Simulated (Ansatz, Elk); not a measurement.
# How far do independent atoms describe CaTi2Zn2?, part 2 of 2

Structure refinements treat a crystal as free atoms side by side. For a made-up structure of CaTi2Zn2 (cell and positions from a PBEsol relaxation) the runs below show what the calculated density changes in F(hkl).

Elk 11.2.3 (patched build); all-electron DFT.

So far: The starting structure; Ground state and structure factors; The highest occupied states alone.

The structure was built from a prototype and need not be the compound's stable phase.

## (4) Another try

Level of this step: DFT, PBE, all-electron APW+lo, Dirac cores, scalar-relativistic bands, static density, no spin (Elk).

In this try the input is made faulty on purpose, to show what that does.

The input is changed as shown.

elk.in reads:

```
tasks
  0
  195

xctype
  20

spinpol
  .false.

rgkmax
  3.5

gmaxvr
  14.0

lmaxo
  7

lmaxapw
  8

swidth
  0.002

tshift
  .false.

ramdisk
  .false.

hmaxvr
  5.5

maxscl
  60

epspot
  1e-06

sppath
  './'

avec
  -4.35373849997 4.35373849997 9.26066950188
  4.35373849997 -4.35373849997 9.26066950188
  4.35373849997 4.35373849997 -9.26066950188

atoms
  3
  'Zn.in'
  2
  0.2500000000 0.7500000000 0.5000000000   0.000000 0.000000 0.000000
  0.7500000000 0.2500000000 0.5000000000   0.000000 0.000000 0.000000
  'Ti.in'
  2
  0.6433576580 0.6433576580 0.0000000000   0.000000 0.000000 0.000000
  0.3566423420 0.3566423420 0.0000000000   0.000000 0.000000 0.000000
  'Ca.in'
  1
  -0.0000000000 -0.0000000000 0.0000000000   0.000000 0.000000 0.000000

ngridk
  7 7 7
```

Started as:

```sh
$ OMP_NUM_THREADS=4 elk
```

Numbers of over 12 decimals in the logs are rounded to 6 here.

Log:

```text
┌─────────────────────────┐
│ Elk code version 11.2.3 │
└─────────────────────────┘

All units are atomic (Hartree, Bohr, etc.)

┌─────────────────────────────────────────────────┐
│ Ground-state run starting from atomic densities │
└─────────────────────────────────────────────────┘

Lattice vectors :
  -4.353738500       4.353738500       9.260669502
   4.353738500      -4.353738500       9.260669502
   4.353738500       4.353738500      -9.260669502

Reciprocal lattice vectors :
 -0.2625264226E-16  0.7215850593      0.3392403382
[...]
species : 1 (Zn)
[...]
species : 2 (Ti)
[...]
atom 2                    :    19.92459671     ( -0.2193032849E-06)
  species : 3 (Ca)
   atom 1                    :    17.96330079     ( -0.1983781139E-06)
 total in muffin-tins        :    115.7343339
 total calculated charge     :    123.9998227
 total charge                :    124.0000000
 error                       :   0.1772730086E-03

┌──────────────────────────────┐
│ Self-consistent loop stopped │
└──────────────────────────────┘

Warning : core states of species 1 leak from the muffin-tin :   0.1067525534E-03

Wrote STATE.OUT
[key lines of the parts left out:]
total energy                :     -5978.7615466940
```

Elapsed: 23 s, on 4 threads of AMD EPYC 9R14 (Zen 4), shared host; peak memory 0.21 GiB.

The run finished. A setting was moved off its sound value on purpose, so it serves as a test and not as the result.

The fault put into the input: a cutoff far too low.

Its structure factors differ from the first run's by R = 0.2 %.

## (5) Another functional

The difference from free atoms is small, so it is set against the change that LDA (Perdew-Wang) makes.

elk.in, as its differences from that of step 4:

```diff
@@ -5,3 +5,3 @@
 xctype
-  20
+  3
 
@@ -11,3 +11,3 @@
 rgkmax
-  3.5
+  7.0
 
@@ -35,3 +35,3 @@
 maxscl
-  60
+  120
```

Started as:

```sh
$ OMP_NUM_THREADS=4 elk
```

Log:

```text
┌─────────────────────────┐
│ Elk code version 11.2.3 │
└─────────────────────────┘

All units are atomic (Hartree, Bohr, etc.)

┌─────────────────────────────────────────────────┐
│ Ground-state run starting from atomic densities │
└─────────────────────────────────────────────────┘

Lattice vectors :
  -4.353738500       4.353738500       9.260669502
   4.353738500      -4.353738500       9.260669502
   4.353738500       4.353738500      -9.260669502

Reciprocal lattice vectors :
 -0.2625264226E-16  0.7215850593      0.3392403382
[...]
species : 1 (Zn)
[...]
species : 2 (Ti)
[...]
atom 2                    :    20.25043779     ( -0.3523085660E-05)
  species : 3 (Ca)
   atom 1                    :    18.12965403     ( -0.3474019145E-05)
 total in muffin-tins        :    116.7300428
 total calculated charge     :    123.9997716
 total charge                :    124.0000000
 error                       :   0.2283963471E-03

┌──────────────────────────────┐
│ Self-consistent loop stopped │
└──────────────────────────────┘

Warning : core states of species 1 leak from the muffin-tin :   0.1003679591E-03

Wrote STATE.OUT
[key lines of the parts left out:]
total energy                :     -5969.5973317335
```

Wall time 19 s (4 threads); peak memory 0.18 GiB; 58 s of CPU time.

Against the first run R = 0.05 %; the largest change is -0.079 at 220.

## (6) Basis size

A smaller basis shows how fast F responds to it; the change is likely larger than the basis error of the first run, but doesn't show convergence.

elk.in, as its differences from that of step 5:

```diff
@@ -5,3 +5,3 @@
 xctype
-  3
+  20
 
@@ -11,3 +11,3 @@
 rgkmax
-  7.0
+  5.5
```

Started as:

```sh
$ OMP_NUM_THREADS=4 elk
```

Log:

```text
┌─────────────────────────┐
│ Elk code version 11.2.3 │
└─────────────────────────┘

All units are atomic (Hartree, Bohr, etc.)

┌─────────────────────────────────────────────────┐
│ Ground-state run starting from atomic densities │
└─────────────────────────────────────────────────┘

Lattice vectors :
  -4.353738500       4.353738500       9.260669502
   4.353738500      -4.353738500       9.260669502
   4.353738500       4.353738500      -9.260669502

Reciprocal lattice vectors :
 -0.2625264226E-16  0.7215850593      0.3392403382
[...]
interstitial                :    7.533249518
 muffin-tins (core leakage)
  species : 1 (Zn)
[...]
species : 2 (Ti)
[...]
atom 2                    :    20.17760632     ( -0.2193164352E-06)
  species : 3 (Ca)
   atom 1                    :    18.10955937     ( -0.1988173821E-06)
 total in muffin-tins        :    116.4667505
 total calculated charge     :    123.9997082
 total charge                :    124.0000000
 error                       :   0.2918298397E-03

┌──────────────────────────────┐
│ Self-consistent loop stopped │
└──────────────────────────────┘

Wrote STATE.OUT
[key lines of the parts left out:]
total energy                :     -5980.0239132203
```

It took 25 s on 4 threads; peak memory 0.22 GiB.

Against the first run R = 0.04 %; the largest change is +0.087 at 008.

## (7) Settings against the effect

| run | R against the first run (%) | R against neutral atoms, low angle (%) | wall time |
| --- | --- | --- | --- |
| PBE, rgkmax 7 | 0.00 | 0.82 | 29 s |
| LDA (Perdew-Wang) | 0.05 | 0.84 | 19 s |
| rgkmax 5.5 | 0.04 | 0.85 | 25 s |

## (8) Results

```
R against neutral atoms, sin θ/λ < 0.3 Å⁻¹ : 0.82 %
R against neutral atoms, 0.3 to 0.78 Å⁻¹   : 0.31 %
```

In words: Independent neutral atoms miss the calculated amplitudes by R = 0.82 % below 0.3 Å⁻¹ and 0.31 % from there to 0.78 Å⁻¹; by shells, 0.30 % below 0.15 Å⁻¹ (2 forms), 0.84 % 0.15 to 0.3 (11 forms), 0.53 % 0.3 to 0.45 (22 forms), 0.26 % above 0.45 (114 forms). Bonding, aspherical density and the tables' own atoms all enter these figures, and the runs don't part them. The largest change of an amplitude is -0.79 electrons, at 202. Weak lines can change much in proportion: 110 goes from 1.31 to 1.07. The window's part falls from 34.0 electrons at the origin to at most 6.23 between 0.45 and 0.78 Å⁻¹, where compact states inside the window still scatter. Below 0.3 Å⁻¹ the changes that finished (LDA (Perdew-Wang) and rgkmax 5.5) move F by R = 0.06 % at most, against the 0.82 % that separates it from free atoms. The k-mesh has no finished test. These runs have no spin, though d or f shells may be open. Part of the difference isn't bonding: the tables are fits to free atoms and ions calculated by other methods than this functional. Thermal motion, anomalous dispersion and extinction are left out.

[Logs are printed without paths, hosts, clocks, repeated set-up lines and the standing remarks that a program may print on its own settings, such as how far it seeks lower states.]

[Hosts, paths, dates, database ids (printed as entryN), source tags and the programs' standing remarks are cut or masked in the printed files.]
